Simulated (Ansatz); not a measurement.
# ThAs (Fm-3m): phonons and vibrational spectra

Aim: the vibrations of ThAs (Fm-3m), their spectra, and whether the structure is stable.

Method: DFT PBEsol, scalar-relativistic, plane waves, PAW, in Ansatz 0.2.0.

## Step 1: The starting structure

Symmetry: Fm-3m, No. 225, cubic system. Conventional cell: a = 5.972 Å, b = 5.972 Å, c = 5.972 Å, α = 90.00°, β = 90.00°, γ = 90.00°. Th has 6 As at 2.99 Å nearest. Nearest to As lie 6 Th at 2.99 Å. Farther neighbours are not listed.

## Step 2: Bringing the structure to rest

The volume is held at the value of the starting cell, and symmetry leaves nothing else free, so this is a single point.

The input, input.yaml:

```yaml
crystal:
  lattice:
    - [0.0, 2.986, 2.986]
    - [2.986, 0.0, 2.986]
    - [2.986, 2.986, 0.0]
  atoms:
    - { symbol: Th, position: [0.0, 0.0, 0.0] }
    - { symbol: As, position: [0.5, 0.5, 0.5] }
kpoints:
  mp_grid: { grid: [12, 12, 12] }
hamiltonian:
  xc: pbesol
scf:
  occupations: { method: gaussian, width: 0.1 }
output:
  forces: true
  stress: true
  eigenvalues: true
  write_density: true
  write_potential: true
  elf: true
  volumetric_format: npy
```

Started as:

```console
$ ansatz run input.yaml --threads 8 --pin off --max-ram 16384MiB --backend cpu --events-out ev --progress --plain --runs-dir out
```

Numbers of over 12 decimals in the logs are rounded to 6 here.

The log of the run:

```text
Engine: ansatz 0.2.0, x86_64-unknown-linux-gnu
Pseudopotentials: kind: paw
Pseudopotential: Th, paw, valence charge 12, recommended cutoff 420 eV (normal), Th.paw.azcp
Pseudopotential: As, paw, valence charge 15, recommended cutoff 420 eV (normal), As.paw.azcp
Functional definition: PBEsol
  exchange = pbesol_x
  correlation = pbesol_c
Crystal: 2 atoms, lattice volume = 53.248 Å³
Basis set: ecut = 420 eV, 1037 PW (Γ), exchange–correlation on 60×60×60 points (8 copies of the dense FFT grid, shifted against one another)
Bands: 18, of which v1, the nominal top of the filled ones, is band 14 counted from 1 (13 counted from 0)
Symmetry: 48 space group operations
Space group: Fm-3m (ITA 225), of the structure as read, at distance tolerance 3.8e-5 Å
k-points: 72 of 1728
Non-local potential: Th, projectors of the file, l = 0: 3, l = 1: 2, l = 2: 2, l = 3: 3
Non-local potential: As, projectors of the file, l = 0: 2, l = 1: 2, l = 2: 3, l = 3: 1
PAW form: soft (Blöchl's): semilocal exchange-correlation on the pseudo side does not see the compensation charge
PAW frozen core: Th, regenerated for the run's functional, and the local potential with it (the file was generated under x = pbe(κ = 0.804, μ = 0.219515), c = pbe(β = 0.066725))
PAW frozen core: As, regenerated for the run's functional, and the local potential with it (the file was generated under x = pbe(κ = 0.804, μ = 0.219515), c = pbe(β = 0.066725))
PAW one-centre angular grid: Th, 590 points (default); XC on 64 Gauss nodes
PAW one-centre angular grid: As, 590 points (default); XC on 64 Gauss nodes
Initial density: superposition of atomic densities (neutral atoms: chi_scale 0, normalization atom), corrected by the library's trained network
Initial wavefunctions: pseudopotential atomic-orbital guess
Functional: x = pbesol(κ = 0.804, μ = 0.123457), c = pbesol(β = 0.046)
SCF iter   1: F=—  HF=-17871.929565 eV  |F-HF|=—  |Δ(HF+E_count)|=         —  Δρ=1.67e-3  dr2=1.46e-3  ethr=1.77e-3  ⟨swp⟩=4.2  Hψ=5170  notcnv=0
preconditioner: auto → Kerker (q_TF=auto, 2.436 Å⁻¹)  [metal: Δε(μ)=0.015 eV  Ē_g=11.263 eV  σ=0.100 eV  W_gap=0.09  n_scr=14 (ndim 8)  ℏωp=19.7 eV  f_vac=0.000  D(μ)=1.02/eV (n_scr^D=8)]
SCF iter   2: F=—  HF=-17871.929289 eV  |F-HF|=—  |Δ(HF+E_count)|=   2.77e-4  Δρ=9.22e-4  dr2=3.35e-4  ethr=5.41e-6  ⟨swp⟩=2.0  Hψ=2857  notcnv=0
SCF iter   3: F=—  HF=-17871.929312 eV  |F-HF|=—  |Δ(HF+E_count)|=   2.38e-5  Δρ=3.25e-4  dr2=4.97e-5  ethr=1.24e-6  ⟨swp⟩=2.0  Hψ=1565  notcnv=0
SCF iter   4: F=—  HF=-17871.929311 eV  |F-HF|=—  |Δ(HF+E_count)|=   1.43e-6  Δρ=5.42e-5  dr2=2.14e-6  ethr=1.84e-7  ⟨swp⟩=3.0  Hψ=2261  notcnv=0
SCF iter   5: F=—  HF=-17871.929311 eV  |F-HF|=—  |Δ(HF+E_count)|=   3.86e-7  Δρ=2.35e-5  dr2=2.77e-7  ethr=7.91e-9  ⟨swp⟩=2.0  Hψ=2184  notcnv=0
SCF iter   6: F=-17871.929310 eV  HF=-17871.929310 eV  |F-HF|=1.99e-9  |Δ(HF+E_count)|=   2.28e-7  Δρ=8.15e-6  dr2=3.63e-8  ethr=3.70e-10  ⟨swp⟩=10.5  Hψ=9355  notcnv=0
SCF 1 converged in 6 iterations: F = -17871.929310 eV  dr2 = 3.63e-8
  Residual-converged pass: ⟨swp⟩=1.0  Hψ=1584  notcnv=0  max |occ|·‖R‖ = 7.1e-9 eV (tolerance 1.0e-8 eV)  dr2=3.63e-8  dr2_onsite=3.50e-10  max |Δocc| = 1.6e-10
  greatest PAW one-centre occupation: 0.999 electrons in one spin orbital (limit 2), on the As atom at site 1 (counted from 0), in its partial waves of l = 2
SCF converged after 6 iterations
Free energy (F): -17871.929310 eV
Harris-Foulkes:  -17871.929310 eV  (|F-HF|=1.99e-9)
Internal energy: -17871.924207 eV  (E = F + TS)
E sigma→0 (E₀):  -17871.926759 eV
Entropy (-TS):   -0.005103 eV (-2.552 meV/atom)
Fermi energy:    13.768616 eV
--- Per-component energies (eV) ---
  E_band       = -206.006544
  E_kinetic    = 329.803972
  E_local      = -2145.863334  (includes V_loc(G=0)·N_el)
  E_nonlocal   = -508.365356
  E_hartree    = 1096.930053
  E_xc         = -465.819334
  E_vxc        = -258.570135  (∫ρ·V_xc dr)
  E_paw        = -13667.108520  (= ΣΔE_a)
  E_vpaw       = 183.128369  (= ΣTr[D̂ρ^β])
  E_aug_tail   = 0.000008  (compensation charges beyond the density's cutoff)
  E_ewald      = -2512.605453
  E_core_change = 1.103757  (= ΣΔE_core)
  E_smearing   = -0.005103  (= −TS)
  E_closure    = 0.000000  (closes the sum)
  Σ components = -17871.929310   (vs F -17871.929310, Δ=0.00e0)
--- Forces (eV/Å), atoms counted from 1 ---
  atom   1  Th    -0.00000000    -0.00000000    -0.00000000
  atom   2  As     0.00000000     0.00000000     0.00000000
  max |Σ_I F_I| component: 1.97e-31 eV/Å
--- Stress (GPa, compression-positive) ---
       -1.479188      -0.000000       0.000000
       -0.000000      -1.479188       0.000000
        0.000000      -0.000000      -1.479188
  P = ⅓ Tr σ = -1.4792 GPa (-14.792 kbar)
--- Band table (eV; the first three rows and the last of 72) ---
  k-point 0: bands = [... 10 lower, 12.2131, 12.2131, 12.2131, 13.9009, 13.9009, 13.9009, 14.8436, 15.0763]
  k-point 1: bands = [... 10 lower, 11.8081, 12.0042, 12.0042, 13.8276, 13.9971, 13.9971, 15.0715, 15.2295]
  k-point 2: bands = [... 10 lower, 10.9674, 11.5550, 11.5550, 13.7606, 14.2449, 14.2449, 15.4645, 15.5030]
  k-point 71: bands = [... 10 lower, 10.2227, 11.4003, 11.4003, 14.3265, 14.3265, 15.6239, 15.6239, 15.7870]
```

Run time: 0.39 s. Hardware: 8 threads of AMD EPYC 9R45, shared host; peak memory 0.61 GiB; 1.9 s of CPU time.

This step gave:

| Item | Value |
| --- | --- |
| pressure | -1.479 GPa |
| volume per atom | 26.62 Å³ |
| gap on the k-mesh | 0 eV |

Electrostatic potential energy in the ac plane of the conventional cell at fractional y = 0.000, with atoms of Th and As within 0.2 Å of it. With pseudopotentials it is smooth inside the atoms' cores, unlike the true potential.

Ten even steps from '_' (-78 eV) to '@' (25 eV), each cell a mean:
```
__..==##%%%%##%%@@@@####%%%%**::__
..--**%%%%%%##########%%%%%%##==::
++**##%%%%%%%%%%####%%%%%%%%%%##**
%%%%%%%%@@@@%%%%%%%%%%%%@@%%%%%%%%
%%%%%%@@@@%%%%%%%%%%%%%%%%@@%%%%%%
##%%%%%%%%%%##**++**##%%%%%%%%%%##
####%%%%%%%%**--::::==##%%%%%%####
@@%%##%%%%##==..____::**%%%%####@@
@@@@##%%%%##--______::++%%%%####@@
@@####%%%%##++..__..--**%%%%%%##%%
####%%%%%%%%##++--==**##%%%%%%####
%%%%%%@@%%%%%%######%%%%%%@@%%%%%%
%%%%%%%%@@%%%%%%%%%%%%%%@@@@%%%%%%
####%%%%%%@@%%%%%%%%%%%%@@%%%%%%##
==++##%%%%%%%%######%%%%%%%%##**==
__::++##%%%%####@@%%##%%%%%%**--..
____==##%%%%##@@@@@@####%%%%++..__
```
Columns run along a (6.0 Å; values clipped at the 3rd and 97th percentile), rows up along c (6.0 Å), edges of the conventional cell, whose origin can differ from the input's. Atoms in or near the plane, at fractional coordinates: Th at (0.00, 0.00), Th at (0.50, 0.50), As at (0.50, 0.00), As at (0.00, 0.50).

Valence density in the ac plane of the conventional cell at fractional y = 0.000, with atoms of Th and As within 0.2 Å of it. It is the smooth field of the valence electrons, not physical close to the nuclei.

Ten steps, logarithmic in the rise over the least value, from '0' (0 e/Å³) to '9' (27 e/Å³), each cell a mean:
```
23321136984211333
33210123542100233
32100011221000123
11000001110000001
11000001110000001
21100012322000012
53210123333200124
96311233233211248
97311233223311259
75210133333211136
32100023332100123
11000001221000011
10000000110000001
21000001111000012
33200012332100123
33310125763111233
23321137995211332
```
Columns run along a (6.0 Å), rows up along c (6.0 Å), edges of the conventional cell, whose origin can differ from the input's. Atoms in or near the plane, at fractional coordinates: Th at (0.00, 0.00), Th at (0.50, 0.50), As at (0.50, 0.00), As at (0.00, 0.50).

ELF in the ac plane of the conventional cell at fractional y = 0.000, with atoms of Th and As within 0.2 Å of it. It is the smooth field of the valence electrons, not physical close to the nuclei.

Values, 9 rows by 16 columns, each cell a mean:
```
0.36 0.66 0.70 0.33 0.37 0.64 0.60 0.40 0.35 0.52 0.66 0.52 0.27 0.55 0.73 0.46
0.55 0.47 0.27 0.14 0.27 0.49 0.58 0.59 0.59 0.59 0.55 0.37 0.16 0.20 0.39 0.53
0.50 0.48 0.43 0.30 0.16 0.17 0.29 0.41 0.43 0.35 0.22 0.14 0.22 0.38 0.47 0.49
0.47 0.58 0.66 0.51 0.23 0.47 0.74 0.63 0.55 0.71 0.63 0.28 0.35 0.64 0.64 0.51
0.21 0.41 0.64 0.53 0.30 0.62 0.68 0.18 0.07 0.48 0.74 0.40 0.39 0.64 0.54 0.25
0.58 0.64 0.66 0.48 0.21 0.37 0.66 0.70 0.68 0.72 0.52 0.22 0.33 0.61 0.66 0.60
0.40 0.37 0.31 0.22 0.17 0.20 0.28 0.35 0.37 0.31 0.23 0.17 0.20 0.28 0.35 0.39
0.67 0.61 0.39 0.18 0.30 0.57 0.65 0.63 0.62 0.64 0.62 0.44 0.18 0.26 0.53 0.66
0.19 0.54 0.73 0.38 0.38 0.64 0.57 0.31 0.27 0.45 0.65 0.53 0.29 0.60 0.72 0.30
```
Columns run along a (6.0 Å), rows up along c (6.0 Å), edges of the conventional cell, whose origin can differ from the input's. Atoms in or near the plane, at fractional coordinates: Th at (0.00, 0.00), Th at (0.50, 0.50), As at (0.50, 0.00), As at (0.00, 0.50).

## Step 3: Tight relaxation

Symmetry and the fixed volume leave nothing to relax, so a single point is run on the k mesh and occupations of the first response run.

input.yaml, the sections that differ from step 2:

```yaml
scf:
  occupations: { method: methfessel_paxton, width: 0.2 }
output:
  forces: true
  stress: true
  eigenvalues: true
# crystal, kpoints, hamiltonian: as in step 2
```

The log of the run:

```text
[...]
Crystal: 2 atoms, lattice volume = 53.248 Å³
Basis set: ecut = 420 eV, 1037 PW (Γ), exchange–correlation on 60×60×60 points (8 copies of the dense FFT grid, shifted against one another)
Bands: 18, of which v1, the nominal top of the filled ones, is band 14 counted from 1 (13 counted from 0)
Symmetry: 48 space group operations
[...]
k-points: 72 of 1728
[...]
--- Band table (eV; the first three rows and the last of 72) ---
  k-point 0: bands = [... 10 lower, 12.2129, 12.2129, 12.2129, 13.9007, 13.9007, 13.9007, 14.8425, 15.0759]
  k-point 1: bands = [... 10 lower, 11.8080, 12.0040, 12.0040, 13.8273, 13.9969, 13.9969, 15.0704, 15.2289]
  k-point 2: bands = [... 10 lower, 10.9674, 11.5549, 11.5549, 13.7602, 14.2445, 14.2445, 15.4633, 15.5020]
  k-point 71: bands = [... 10 lower, 10.2227, 11.4002, 11.4002, 14.3258, 14.3258, 15.6224, 15.6224, 15.7854]
[key lines of the parts left out:]
SCF converged after 6 iterations
Free energy (F): -17871.925991 eV
Fermi energy:    13.761303 eV
P = ⅓ Tr σ = -1.4941 GPa (-14.941 kbar)
```

Wall time 0.33 s (8 threads); peak memory 0.6 GiB; 1.5 s of CPU time.

Numbers from this step:

```
pressure : -1.494 GPa
```

The forces vanish by symmetry. The volume is held at 26.62 Å³/atom, so a pressure of -1.49 GPa remains at this level.

## Step 4: Modes at Γ

The zone centre comes first: it holds the modes that light can see, as far as symmetry allows. No field response is asked, since the mesh shows no gap.

Changes to input.yaml since step 3:

```diff
@@ -15,4 +15,4 @@
 output:
-  forces: true
-  stress: true
   eigenvalues: true
+phonons:
+  method: dfpt
```

The log of the run:

```text
[...]
Crystal: 2 atoms, lattice volume = 53.248 Å³
Basis set: ecut = 420 eV, 1037 PW (Γ), exchange–correlation on 60×60×60 points (8 copies of the dense FFT grid, shifted against one another)
Bands: 18, of which v1, the nominal top of the filled ones, is band 14 counted from 1 (13 counted from 0)
Symmetry: 48 space group operations
k-points: 163 of 1728 (irreducible under 8 space group operations, time reversal used)
[...]
SCF iter   1: F=—  HF=-17871.926265 eV  |F-HF|=—  |Δ(HF+E_count)|=         —  Δρ=1.66e-3  dr2=1.42e-3  ethr=1.77e-3  ⟨swp⟩=4.2  Hψ=11639  notcnv=0
[...]
SCF iter   9: F=-17871.925991 eV  HF=-17871.925991 eV  |F-HF|=3.64e-12  |Δ(HF+E_count)|=  3.64e-12  S|Δr|=    0.00e0  Δρ=4.43e-8  dr2=5.51e-13  ethr=1.00e-12  ⟨swp⟩=6.0  Hψ=13195  notcnv=0
SCF 1 converged in 9 iterations: F = -17871.925991 eV  dr2 = 5.51e-13
[...]
DFPT response loops at Γ: preconditioner auto → Kerker (q_TF=auto, 2.436 Å⁻¹) (partly filled bands, converged f_vac=0.000); β = 1.00, the filter's whole step (`scf.mixing.beta` (0.50) is not read by the response loops under this deck's `scf.mixing.preconditioner`; to damp them name `kerker` or `kerker_dos`, under which they read `scf.mixing.beta`, and type it under 1.00, their step now; both keys bind the ground state too); Broyden in place of MSR1
SCF converged after 9 iterations
[...]
Free energy (F): -17871.925991 eV
[...]
Internal energy: -17871.928623 eV  (E = F + TS)
E sigma→0 (E₀):  -17871.926649 eV
Entropy (-TS):   0.002632 eV (1.316 meV/atom)
Fermi energy:    13.761274 eV
[...]
--- Band table (eV; the first three rows and the last of 163) ---
  k-point 0: bands = [... 10 lower, 12.2128, 12.2128, 12.2128, 13.9006, 13.9006, 13.9006, 14.8424, 15.0759]
  k-point 1: bands = [... 10 lower, 11.8079, 12.0040, 12.0040, 13.8272, 13.9968, 13.9968, 15.0704, 15.2289]
  k-point 2: bands = [... 10 lower, 10.9674, 11.5549, 11.5549, 13.7602, 14.2445, 14.2445, 15.4632, 15.5019]
  k-point 162: bands = [... 10 lower, 10.2227, 11.4002, 11.4002, 14.3258, 14.3258, 15.6223, 15.6223, 15.7853]
--- Phonons (Γ-DFPT): 2 representative perturbations + reference, on 163 of 1728 k-points (Σ response iterations 6) ---
  k mesh reduced under 8 symmetry operations, with k and −k counted as one. Each operation leaves every solved perturbation unchanged. A smaller set is not used because it would not reduce the number of displacements times k-points to solve
  ASR residual: 3.513e-5 → 0.000e0 eV/Å²; symmetrization residual: 2.246e-6 eV/Å²
  ASR residual per site (eV/Å²): 3.51e-5 1.88e-6
  Γ frequencies (cm⁻¹): 0.00 0.00 0.00 193.42 193.42 193.42
  non-analytic LO–TO correction: not included (Born effective charges unavailable; polar crystals: no LO–TO splitting at Γ)
```

It took 3 s on 8 threads; peak memory 1 GiB; 18 s of CPU time.

Numbers from this step:

| Quantity | Value |
| --- | --- |
| sum-rule residual before enforcement | 3.51e-5 eV/Å² |
| point group | m-3m |
| highest optical mode at the zone centre (no LO-TO term) | 193.4 cm⁻¹ |
| lowest optical zone-centre mode | 193.4 cm⁻¹ |

Patterns of degenerate modes are one choice out of their space. Modes at Γ, with each element's share of the kinetic energy:

```tsv
mode	frequency (cm⁻¹)	symmetry	Th %	As %
1	0.0	acoustic	76	24
2	0.0	acoustic	76	24
3	0.0	acoustic	76	24
4	193.4	T1u	24	76
5	193.4	T1u	24	76
6	193.4	T1u	24	76
```

Displacements in mode 5 (193.4 cm⁻¹), the largest set to 1:
```
Th1 -0.32  0.00  0.00
As2  1.00  0.00  0.00
```

Before it was imposed, the acoustic sum rule was missed by 3.5e-5 eV/Å². Small misses are needed for a sound result but don't prove that mesh and cutoff are converged. The lowest optical mode is real, 193 cm⁻¹.

(Part 1 of 2 ends here.)

[Logs are printed without paths, hosts, clocks, repeated set-up lines and the standing remarks that a program may print on its own settings, such as how far it seeks lower states.]

[Hosts, paths, dates, database ids (printed as entryN), source tags and the programs' standing remarks are cut or masked in the printed files.]
